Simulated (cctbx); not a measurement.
# Ca3Zn2As4 with cctbx, script by script

Library: cctbx 2025.11.

## 1. Energy scan

run.py:

```python
from cctbx import adptbx, crystal, miller, xray
from cctbx.array_family import flex
from cctbx.eltbx import sasaki

cs = crystal.symmetry(unit_cell=(15.705, 4.178, 6.522, 90, 113.05, 90), space_group_symbol='Hall: -C 2y')  # C2/m
atoms = [  # label, site, U (iso, or U11 U22 U33 U12 U13 U23 in A^2), occupancy
    ("As1", (0.0107, 0.5, 0.6773), (0.0047, 0.0065, 0.0063, 0.0000, 0.0018, 0.0000), 1),
    ("As2", (0.2946, 0.5, 0.839), (0.0033, 0.0034, 0.0031, 0.0000, 0.0017, 0.0000), 1),
    ("Zn1", (0.1699, 0.5, 0.9728), (0.0043, 0.0049, 0.0039, 0.0000, 0.0012, 0.0000), 1),
    ("Ca1", (0, 0, 0), (0.0045, 0.0051, 0.0041, 0.0000, 0.0006, 0.0000), 1),
    ("Ca2", (0.357, 0.5, 0.4164), (0.0042, 0.0035, 0.0049, 0.0000, 0.0017, 0.0000), 1),
]
xs = xray.structure(crystal_symmetry=cs)
for label, site, u, occ in atoms:
    u = adptbx.u_cif_as_u_star(cs.unit_cell(), u) if isinstance(u, tuple) else u
    xs.add_scatterer(xray.scatterer(label, site=site, u=u, occupancy=occ))
hkl = [(3, 1, 1), (2, 0, 0), (1, 1, 1), (2, 0, 2)]
ms = miller.set(cs, flex.miller_index(hkl + [tuple(-v for v in h) for h in hkl]), anomalous_flag=True)
print("E (eV)    f'(As)   f''   " + "".join("%16s" % ("|F|" + " ".join(map(str, h))) for h in hkl))
for e in [11267, 11617, 11747, 11807, 11837, 11852, 11859, 11863, 11871, 11875, 11882, 11897, 11927, 12017, 12267]:
    xs.set_inelastic_form_factors(12398.42 / e, "sasaki")
    t = sasaki.table("As").at_ev(e)
    f = flex.abs(ms.structure_factors_from_scatterers(xs, algorithm="direct").f_calc().data())
    n = len(hkl)
    print("%7.0f %7.2f %6.2f  " % (e, t.fp(), t.fdp()) + "".join("%9.1f/%6.1f" % (f[k], f[k + n]) for k in range(n)))
```

```console
$ python run.py
```

```text
E (eV)    f'(As)   f''           |F|3 1 1        |F|2 0 0        |F|1 1 1        |F|2 0 2
  11267   -2.63   0.55      219.3/ 219.3     23.1/  23.1     69.1/  69.1    121.9/ 121.9
  11617   -3.48   0.52      218.6/ 218.6     24.0/  24.0     68.6/  68.6    119.3/ 119.3
  11747   -4.18   0.51      217.6/ 217.6     24.5/  24.5     68.0/  68.0    117.1/ 117.1
  11807   -4.88   0.50      216.6/ 216.6     24.9/  24.9     67.3/  67.3    114.9/ 114.9
  11837   -5.59   0.50      215.4/ 215.4     25.3/  25.3     66.5/  66.5    112.6/ 112.6
  11852   -6.31   0.50      214.2/ 214.2     25.8/  25.8     65.7/  65.7    110.3/ 110.3
  11859   -6.95   0.50      213.2/ 213.2     26.1/  26.1     64.9/  64.9    108.2/ 108.2
  11863   -7.64   0.50      212.1/ 212.1     26.5/  26.5     64.2/  64.2    106.0/ 106.0
  11871   -7.89   3.86      212.1/ 212.1     26.4/  26.4     64.4/  64.4    106.3/ 106.3
  11875   -7.06   3.86      213.5/ 213.5     25.9/  25.9     65.3/  65.3    108.9/ 108.9
  11882   -6.35   3.85      214.7/ 214.7     25.5/  25.5     66.1/  66.1    111.2/ 111.2
  11897   -5.58   3.84      216.0/ 216.0     25.1/  25.1     67.0/  67.0    113.7/ 113.7
  11927   -4.81   3.82      217.3/ 217.3     24.7/  24.7     67.9/  67.9    116.1/ 116.1
  12017   -3.77   3.76      219.1/ 219.1     24.2/  24.2     69.2/  69.2    119.4/ 119.4
  12267   -2.65   3.60      221.2/ 221.2     23.7/  23.7     70.7/  70.7    123.0/ 123.0
```

It took 0.53 s on 1 thread of Arm Neoverse N1, on a shared host, peak memory 0.07 GiB.

[Logs are printed without paths, hosts, clocks, repeated set-up lines and the standing remarks that a program may print on its own settings, such as how far it seeks lower states.]
